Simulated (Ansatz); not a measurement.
# How fast states decay through CsLiHfO3, part 2 of 3

A new crystal, CsLiHfO3: structure, gap and complex bands. It is built by putting Cs for part of the Li in the Li2HfO3 structure of space group C2/m, with the volume rescaled by atomic radii. The parent structure comes from the Materials Project.

Ansatz 0.2.0; PBEsol DFT, plane waves, PAW files (the session's first sound run).

So far. Step 2 (Cell and atoms at rest): The largest force component on a free atom ends at 7.4e-4 eV/Å.

The structure was built from a prototype and need not be the compound's stable phase.

## 3. Band edges

The energy window and the wavevectors of the next steps follow from the band edges, so these are searched first, off the mesh as well.

The input, input.yaml:

```yaml
crystal:
  lattice:
    - [6.8683012984, -2.0561464741, 0.792134653]
    - [6.8683012984, 2.0561464741, 0.792134653]
    - [-0.3801784507, 0.0, 3.2464886739]
  atoms:
    - { symbol: Li, position: [0.3972298399, 0.3972298399, 0.4164113489] }
    - { symbol: Cs, position: [0.6956718676, 0.6956718676, 0.9156448376] }
    - { symbol: Hf, position: [-0.01789138, -0.01789138, -0.0828321179] }
    - { symbol: O, position: [0.0786935181, 0.0786935181, 0.4176174928] }
    - { symbol: O, position: [0.464969448, 0.464969448, -0.0831107502] }
    - { symbol: O, position: [0.8813267064, 0.8813267064, 0.4162691888] }
kpoints:
  mp_grid: { grid: [6, 6, 8] }
  band_path: { path: [VBM, CBM], npoints: 30 }
scf:
  occupations: { method: fixed }
hamiltonian:
  xc: pbesol
output:
  eigenvalues: true
  write_potential: true
  write_density: true
  volumetric_format: npy
  elf: true
```

Started as:

```
> ansatz run input.yaml --threads 2 --pin off --max-ram 4096MiB --backend cpu --events-out ev --progress --plain --runs-dir out
```

Numbers of over 12 decimals in the logs are rounded to 6 here.

The program printed:

```text
[...]
Crystal: 6 atoms, lattice volume = 92.934 Å³
Basis set: ecut = 420 eV, 1831 PW (Γ)
Bands: 34, of which v1, the nominal top of the filled ones, is band 28 counted from 1 (27 counted from 0)
Symmetry: 2 space group operations
[...]
k-points: 89 of 288 (time reversal used)
[...]
SCF iter   1: F=—  HF=-23077.447869 eV  |F-HF|=—  |Δ(HF+E_count)|=         —  Δρ=1.39e-2  dr2=1.57e-1  ethr=1.77e-3  ⟨swp⟩=4.5  Hψ=10245  notcnv=0  defer=317
[...]
SCF iter   9: F=-23077.410630 eV  HF=-23077.410630 eV  |F-HF|=1.19e-8  |Δ(HF+E_count)|=   2.72e-7  Δρ=3.90e-6  dr2=2.22e-8  ethr=1.79e-10  ⟨swp⟩=8.8  Hψ=10714  notcnv=0
SCF 1 converged in 9 iterations: F = -23077.410630 eV  dr2 = 2.22e-8
[...]
NSCF: frozen V_eff on 68 k-points
[...]
SCF converged after 9 iterations
Free energy (F): -23077.410630 eV
[...]
Internal energy: -23077.410630 eV  (E = F + TS)
E sigma→0 (E₀):  -23077.410630 eV
Fermi energy:    8.241345 eV
[...]
--- Band table (eV; the first three rows and the last of 89) ---
  k-point 0: bands = [... 24 lower, 7.1535, 7.9049, 7.9927, 8.0403, 11.7918, 12.3266, 13.6939, 13.8869, ... 2 higher]
  k-point 1: bands = [... 24 lower, 7.1513, 7.5811, 7.8956, 7.9249, 12.1192, 12.8451, 13.5624, 14.0329, ... 2 higher]
  k-point 2: bands = [... 24 lower, 7.0881, 7.1257, 7.6711, 7.8645, 12.7189, 13.3378, 13.5620, 13.6721, ... 2 higher]
  k-point 88: bands = [... 24 lower, 7.1083, 7.2425, 7.3810, 7.6362, 12.5682, 13.2446, 13.8655, 14.0052, ... 2 higher]
```

Run time: 44 s. Hardware: 2 threads of Arm Neoverse V1, shared host; peak memory 0.52 GiB.

Numbers from this step:

```yaml
free_energy: -23077.4106 eV
fermi_energy: 8.241 eV
gap_on_the_k_mesh: 3.550 eV
gap_on_path: 3.550 eV, by band count; negative where bands overlap
direct_gap_on_path: 3.752 eV
edge_places_on_path: 0, 0.7970 1/A along the path
```

Electronic bands along the path, in eV, zero at the Fermi level (highest filled level under fixed occupations); v1 is the highest filled band, c1 the lowest empty one:

```
  point     v4     v3     v2     v1    c1    c2    c3    c4
    VBM  -1.28  -0.54  -0.26   0.00  4.08  5.03  5.61  7.24
halfway  -1.20  -0.46  -0.40  -0.24  4.07  4.52  5.72  6.34
    CBM  -1.09  -0.34  -0.25  -0.20  3.55  4.09  5.45  5.65
```

ELF in the ab plane of the cell as run, not the conventional one, at fractional z = 0.916, with atoms of Cs and Hf and O within 0.2 Å of it. It is the smooth field of the valence electrons, not physical close to the nuclei.

Values, 11 rows by 16 columns, each cell a mean:
```
0.82 0.79 0.39 0.06 0.05 0.23 0.73 0.88 0.89 0.79 0.42 0.09 0.05 0.08 0.40 0.77
0.57 0.78 0.73 0.29 0.05 0.06 0.41 0.84 0.83 0.72 0.80 0.68 0.24 0.05 0.06 0.20
0.07 0.19 0.33 0.27 0.13 0.10 0.09 0.46 0.83 0.55 0.16 0.49 0.79 0.44 0.08 0.05
0.04 0.05 0.10 0.28 0.50 0.59 0.47 0.19 0.36 0.80 0.56 0.11 0.30 0.81 0.63 0.17
0.23 0.03 0.06 0.29 0.68 0.81 0.76 0.71 0.38 0.23 0.66 0.77 0.51 0.65 0.87 0.74
0.73 0.26 0.03 0.07 0.37 0.71 0.70 0.50 0.72 0.57 0.19 0.37 0.74 0.84 0.87 0.89
0.75 0.55 0.15 0.02 0.06 0.31 0.65 0.72 0.65 0.79 0.63 0.19 0.11 0.36 0.61 0.74
0.26 0.26 0.12 0.02 0.01 0.03 0.18 0.46 0.69 0.79 0.71 0.33 0.09 0.04 0.07 0.15
0.05 0.04 0.02 0.01 0.02 0.02 0.02 0.05 0.18 0.36 0.39 0.21 0.26 0.30 0.14 0.05
0.13 0.06 0.04 0.02 0.08 0.24 0.29 0.14 0.03 0.05 0.08 0.08 0.33 0.75 0.74 0.47
0.70 0.28 0.07 0.04 0.09 0.43 0.73 0.73 0.48 0.15 0.03 0.04 0.09 0.50 0.82 0.82
```
Columns run along a (7.2 Å), rows up along b (7.2 Å). Atoms in or near the plane, at fractional coordinates: Cs at (0.70, 0.70), Hf at (0.98, 0.98), O at (0.46, 0.46).

Valence density in the ab plane of the cell as run, not the conventional one, at fractional z = 0.916, with atoms of Cs and Hf and O within 0.2 Å of it. It is the smooth field of the valence electrons, not physical close to the nuclei.

Ten steps, logarithmic in the rise over the least value, from '0' (0 e/Å³) to '9' (30 e/Å³), each cell a mean:
```
98510001122100000369
99731001223221000036
67752000123332100003
24653100123323210000
01333100012322321000
00112210001331132100
00011232100132123210
00001244310013322320
00000135541001333321
10000025664100123332
10000013566410012222
10000001356531001121
10000000135542000011
00000000012343100000
00000000000122211000
00000000000011233210
00000000000001135531
10000000000000136775
52000000000000014798
85100001111000002699
```
Columns run along a (7.2 Å), rows up along b (7.2 Å). Atoms in or near the plane, at fractional coordinates: Cs at (0.70, 0.70), Hf at (0.98, 0.98), O at (0.46, 0.46).

Electrostatic potential energy in the ab plane of the cell as run, not the conventional one, at fractional z = 0.916, with atoms of Cs and Hf and O within 0.2 Å of it. With pseudopotentials it is smooth inside the atoms' cores, unlike the true potential.

Values in eV, 11 rows by 16 columns, each cell a mean:
```
-27 -29 -11   6  11   9   2  -7  -8  -1   8  11  12   6 -11 -27
-20 -29 -26  -7   7  10   7  -7 -16 -15 -12  -1   9  12   9  -2
  7  -2 -10  -8   3   9  11   6  -9 -14 -12 -14  -9   6  12  12
 12  11   9   6   4   4  10  12   8  -6 -14 -12 -13 -12   2  11
 11  12  13  12   8 -15 -19   0  12  10   0 -12 -14 -15 -13   3
  6  10  12  13  13   6 -22 -30 -15   9  12   7  -3 -12 -14  -6
  5   9  11  12  12  13   9 -12 -28 -18   8  11  10   7   3   2
  9  10  10  11  12  12  13  12   5  -6   1   6   7   9  10  10
 11  12  11  11  11  11  12  12  13  12   8   1  -7  -8   1   8
  3  10  12  12  11  10  10  11  12  13  11   6 -11 -28 -26 -15
-25  -6   8  12  11   9   6   6   9  11  12  11   4 -17 -29 -27
```
Columns run along a (7.2 Å; values clipped at the 3rd and 97th percentile), rows up along b (7.2 Å). Atoms in or near the plane, at fractional coordinates: Cs at (0.70, 0.70), Hf at (0.98, 0.98), O at (0.46, 0.46).

The searched edges give 3.55 eV, as on the mesh.

## 4. Decaying states in the gap, plane (010), k-mesh 12×12×12

This step: PBEsol DFT, plane waves, PAW files; complex bands by layer matching along the plane's normal (Ansatz 0.2.0).

The same crystal is laid in a cell whose first two vectors span the (010) plane (indices of the standard conventional cell, whose axes can be ordered otherwise than in the bulk input). At fixed energy and wavevector in the plane the solver finds all kz, real and complex. A few wavevectors are listed, (0, 0) and (0, -0.5) in units of the plane's reciprocal vectors; the slowest state needn't be among them.

The input, input.yaml:

```yaml
crystal:
  lattice:
    - [3.268673181, 0.0, 0.0]
    - [3.244489688, 13.827638095, 0.0]
    - [-0.012091746, 6.913819048, 2.056146474]
  atoms:
    - { symbol: Li, position: [0.019181509, 0.3972298399, 0.0] }
    - { symbol: Cs, position: [0.21997297, 0.6956718676, 0.0] }
    - { symbol: Hf, position: [0.9350592621, 0.98210862, 0.0] }
    - { symbol: O, position: [0.3389239747, 0.0786935181, 0.0] }
    - { symbol: O, position: [0.4519198018, 0.464969448, 0.0] }
    - { symbol: O, position: [0.5349424824, 0.8813267064, 0.0] }
kpoints:
  mp_grid: { grid: [12, 12, 12] }
scf:
  occupations: { method: fixed }
hamiltonian:
  xc: pbesol
output:
  eigenvalues: true
  transmission:
    leads: [[0, 0]]
    kpoints: [[0.0, 0.0], [0.0, -0.5]]
    e_range: [-1.0, 4.55]
    de: 0.09
```

The program printed:

```text
basis.fft_grid_basis auto: the FFT boxes are laid along the combinations [[1, 0, 0], [-1, 1, -2], [0, 0, 1]] of the cell's own vectors, 3.269, 4.112 and 7.213 Å long. The dense box has 24×30×50 points. Along the cell's own vectors, as sized, it would have 24×96×50, 3.20 times as many. basis.fft_grid_basis: typed keeps the cell's own vectors: state it where this run's energies or levels are differenced outside the engine with another run's, or held beside a run that keeps those vectors.
[...]
Crystal: 6 atoms, lattice volume = 92.934 Å³
Basis set: ecut = 420 eV, 1831 PW (Γ), FFT grids on a1, −a1+a2−2a3, a3
Bands: 34, of which v1, the nominal top of the filled ones, is band 28 counted from 1 (27 counted from 0)
Symmetry: 2 space group operations
[...]
k-points: 476 of 1728 (time reversal used)
[...]
SCF iter   1: F=—  HF=-23077.447791 eV  |F-HF|=—  |Δ(HF+E_count)|=         —  Δρ=1.39e-2  dr2=1.57e-1  ethr=1.77e-3  ⟨swp⟩=4.5  Hψ=54878  notcnv=0  defer=1737
[...]
SCF iter   9: F=-23077.410576 eV  HF=-23077.410576 eV  |F-HF|=9.59e-9  |Δ(HF+E_count)|=   2.73e-7  Δρ=4.12e-6  dr2=2.38e-8  ethr=1.79e-10  ⟨swp⟩=9.0  Hψ=57358  notcnv=0
SCF 1 converged in 9 iterations: F = -23077.410576 eV  dr2 = 2.38e-8
[...]
transmission: 3 of 6 steps passed
transmission: 6 of 6 steps passed
SCF converged after 9 iterations
Free energy (F): -23077.410576 eV
[...]
Internal energy: -23077.410576 eV  (E = F + TS)
E sigma→0 (E₀):  -23077.410576 eV
Fermi energy:    8.241335 eV
[...]
--- Band table (eV; the first three rows and the last of 476) ---
  k-point 0: bands = [... 24 lower, 7.1535, 7.9049, 7.9927, 8.0403, 11.7918, 12.3266, 13.6939, 13.8869, ... 2 higher]
  k-point 1: bands = [... 24 lower, 7.3490, 7.5324, 7.9311, 7.9703, 12.1424, 12.4860, 13.9658, 14.1377, ... 2 higher]
  k-point 2: bands = [... 24 lower, 6.8828, 7.7747, 7.9967, 8.0744, 12.3785, 12.7914, 14.0353, 15.0237, ... 2 higher]
  k-point 475: bands = [... 24 lower, 7.1084, 7.2425, 7.3810, 7.6362, 12.5682, 13.2446, 13.8655, 14.0052, ... 2 higher]
--- Transmission ---
  basis      : 401 plane waves across, 3 finite elements along
  points     : 2, as listed
  energies   : 62 from -1.000000 to 4.490000 eV about the Fermi level, 0.090000 eV apart; the leads are filled to 1.775225 eV, and channels, transmission and decay are at 1.790000 eV
  crystal 0  : Cs1Hf1O3Li1, at the sites [0, 0], period 2.0561 Å: whole cells are its period
    offset         : up to 0.0000 Å between an atom of the period and one for which it stands
    channels       : 0.000000e0 a spin
    conductance    : none, the energies end too early or step too widely for 300 K: set another output.transmission.e_range or a lower de, or, where they end at an eighth of basis.ecutwfc, a higher one
    slowest decay  : 0.3123 /Å at (0.0000, 0.0000)
```

Elapsed: 4.4 min, on 2 threads; peak memory 1.5 GiB; 8.8 min of CPU time.

This step gave:

| Quantity | Value |
| --- | --- |
| level to which the leads are filled | 1.775 eV from the Fermi level |
| decay constant at the filling level, zone centre | 0.3123 Å⁻¹ |
| decay constant at the filling level, slowest listed point | 0.3123 Å⁻¹ |

K parallel (0, 0); values up to 1.5 1/Å, a degenerate pair printed once or twice; energies at which all values exceed this have no row. The Im kz of the slowest decaying states by energy, zero at the highest filled level on the SCF mesh:

```csv
energy (eV),decay 1 (Å⁻¹),decay 2 (Å⁻¹),decay 3 (Å⁻¹),decay 4 (Å⁻¹)
-1.0000,0.301,0.363,0.382,0.459
-0.7300,0.0397,0.159,0.370,0.518
-0.4600,0.267,0.535,0.600,0.838
-0.2800,0.525,0.577,0.876,0.903
-0.0100,0.0545,0.128,0.134,0.263
0.2600,0.188,0.189,0.301,0.355
0.5300,0.226,0.227,0.403,0.406
0.7100,0.246,0.248,0.424,0.428
0.9800,0.270,0.273,0.446,0.449
1.2500,0.289,0.294,0.450,0.460
1.5200,0.303,0.311,0.435,0.469
1.7900,0.312,0.325,0.421,0.473
1.9700,0.315,0.333,0.413,0.473
2.2400,0.310,0.342,0.405,0.468
2.5100,0.295,0.346,0.402,0.440
2.7800,0.267,0.341,0.404,0.418
2.9600,0.241,0.328,0.406,0.410
3.2300,0.187,0.295,0.407,0.408
3.5000,0.0787,0.247,0.406,0.409
3.7700,0.174,0.385,0.395,0.401
4.0400,0.180,0.221,0.363,0.377
4.2200,0.141,0.358,0.359,0.393
```

K parallel (0, -0.5); values up to 1.5 1/Å, a degenerate pair printed once or twice; energies at which all values exceed this have no row. Im kz of the slowest decaying states against energy, zero at the highest filled level on the SCF mesh:

```
energy (eV)  decay 1 (Å⁻¹)  decay 2 (Å⁻¹)  decay 3 (Å⁻¹)  decay 4 (Å⁻¹)
    -1.0000          0.325          0.400          0.542          0.724
    -0.7300         0.0334          0.259          0.538          0.568
    -0.4600         0.0152          0.544          0.731          0.919
    -0.2800          0.479          0.720          0.921           1.00
    -0.0100          0.131          0.278          0.478          0.693
     0.2600          0.189          0.295          0.361          0.569
     0.5300          0.227          0.406          0.415          0.620
     0.7100          0.247          0.426          0.480          0.595
     0.9800          0.272          0.448          0.561          0.576
     1.2500          0.292          0.461          0.531          0.730
     1.5200          0.308          0.470          0.503          0.723
     1.7900          0.321          0.473          0.477          0.705
     1.9700          0.327          0.461          0.474          0.703
     2.2400          0.333          0.438          0.472          0.702
     2.5100          0.329          0.420          0.467          0.697
     2.7800          0.313          0.410          0.458          0.687
     2.9600          0.294          0.408          0.451          0.665
     3.2300          0.254          0.408          0.438          0.607
     3.5000          0.193          0.408          0.422          0.503
     3.7700         0.0680          0.398          0.401          0.401
     4.0400          0.183          0.183          0.368          0.377
     4.2200          0.189          0.248          0.313          0.358
```

At the listed wavevectors the last open channel is at -0.01 eV and the next at +3.59 eV on the grid. At +1.79 eV, the grid energy nearest the filling level (the middle of the gap on the SCF mesh), the slowest state at the listed wavevectors decays with κ = 0.312 Å⁻¹, its amplitude falling by e over 3.2 Å. Through 1 nm of this crystal that state's transmission falls by exp(−2 × 0.312 Å⁻¹ × 10 Å) = 0.0019.

## 5. Decay over the two-dimensional zone

The listed points could miss the slowest state, so one energy near mid-gap is solved on a mesh of 12×8.

Changes to input.yaml since step 4:

```diff
@@ -20,6 +20,2 @@
   eigenvalues: true
-  transmission:
-    leads: [[0, 0]]
-    kpoints: [[0.0, 0.0], [0.0, -0.5]]
-    e_range: [-1.0, 4.55]
-    de: 0.09
+  transmission: { leads: [[0, 0]], kmesh: [12, 8], e_range: [1.78, 1.79], de: 0.05 }
```

The program printed:

```text
[...]
Crystal: 6 atoms, lattice volume = 92.934 Å³
Basis set: ecut = 420 eV, 1831 PW (Γ), FFT grids on a1, −a1+a2−2a3, a3
Bands: 34, of which v1, the nominal top of the filled ones, is band 28 counted from 1 (27 counted from 0)
Symmetry: 2 space group operations
[...]
k-points: 476 of 1728 (time reversal used)
[...]
SCF iter   1: F=—  HF=-23077.447791 eV  |F-HF|=—  |Δ(HF+E_count)|=         —  Δρ=1.39e-2  dr2=1.57e-1  ethr=1.77e-3  ⟨swp⟩=4.5  Hψ=54878  notcnv=0  defer=1737
[...]
SCF iter   9: F=-23077.410576 eV  HF=-23077.410576 eV  |F-HF|=9.59e-9  |Δ(HF+E_count)|=   2.73e-7  Δρ=4.12e-6  dr2=2.38e-8  ethr=1.79e-10  ⟨swp⟩=9.0  Hψ=57358  notcnv=0
SCF 1 converged in 9 iterations: F = -23077.410576 eV  dr2 = 2.38e-8
[...]
transmission: 24 of 150 steps passed
transmission: 36 of 150 steps passed
[...]
transmission: 150 of 150 steps passed
SCF converged after 9 iterations
Free energy (F): -23077.410576 eV
[...]
Internal energy: -23077.410576 eV  (E = F + TS)
E sigma→0 (E₀):  -23077.410576 eV
Fermi energy:    8.241335 eV
[...]
--- Band table (eV; the first three rows and the last of 476) ---
  k-point 0: bands = [... 24 lower, 7.1535, 7.9049, 7.9927, 8.0403, 11.7918, 12.3266, 13.6939, 13.8869, ... 2 higher]
  k-point 1: bands = [... 24 lower, 7.3490, 7.5324, 7.9311, 7.9703, 12.1424, 12.4860, 13.9658, 14.1377, ... 2 higher]
  k-point 2: bands = [... 24 lower, 6.8828, 7.7747, 7.9967, 8.0744, 12.3785, 12.7914, 14.0353, 15.0237, ... 2 higher]
  k-point 475: bands = [... 24 lower, 7.1084, 7.2425, 7.3810, 7.6362, 12.5682, 13.2446, 13.8655, 14.0052, ... 2 higher]
--- Transmission ---
  basis      : 401 plane waves across, 3 finite elements along
  points     : 50, standing for a mesh of 12 x 8
  energies   : 1 from 1.780000 to 1.780000 eV about the Fermi level; the leads are filled to 1.775225 eV, and channels, transmission and decay are at 1.780000 eV
[...]
channels       : 0.000000e0 a spin
    conductance    : none, crystal 0 has no channel at the energies, or these end too early or step too widely for 300 K: set another output.transmission.e_range or a lower de, or, where they end at an eighth of basis.ecutwfc, a higher one
    slowest decay  : 0.3121 /Å at (0.0000, 0.0000)
```

Wall time 5.2 min (2 threads); peak memory 1.2 GiB; 10 min of CPU time.

This step gave:

```yaml
least_decay_constant_on_the_mesh: 0.3121 Å⁻¹
```

Slowest decay constant (1/Å; 0 where a channel is open) over k1 and k2. At 1.7800 eV from the Fermi level.

Values, 8 rows by 12 columns:
```
0.344 0.355 0.388 0.440 0.361 0.332 0.318 0.332 0.356 0.418 0.385 0.354
0.345 0.356 0.389 0.457 0.359 0.332 0.316 0.331 0.354 0.415 0.386 0.354
0.347 0.359 0.390 0.438 0.357 0.332 0.313 0.331 0.354 0.417 0.387 0.356
0.350 0.358 0.388 0.424 0.355 0.331 0.312 0.331 0.355 0.424 0.388 0.358
0.347 0.356 0.387 0.417 0.354 0.331 0.313 0.332 0.357 0.438 0.390 0.359
0.345 0.354 0.386 0.415 0.354 0.331 0.316 0.332 0.359 0.457 0.389 0.356
0.344 0.354 0.385 0.418 0.356 0.332 0.318 0.332 0.361 0.440 0.388 0.355
0.344 0.354 0.386 0.425 0.358 0.332 0.321 0.332 0.358 0.425 0.386 0.354
```
Columns: k1 (b1) from -0.5 to 0.417; rows upwards: k2 (b2) from -0.5 to 0.375.

The least value on the mesh is 0.312 Å⁻¹ at +1.78 eV. At that energy the listed points give about 0.312 Å⁻¹ by interpolation, so the mesh holds no clearly slower state.

(Part 2 of 3 ends here.)

[Logs are printed without paths, hosts, clocks, repeated set-up lines and the standing remarks that a program may print on its own settings, such as how far it seeks lower states.]

[Hosts, paths, dates, database ids (printed as entryN), source tags and the programs' standing remarks are cut or masked in the printed files.]
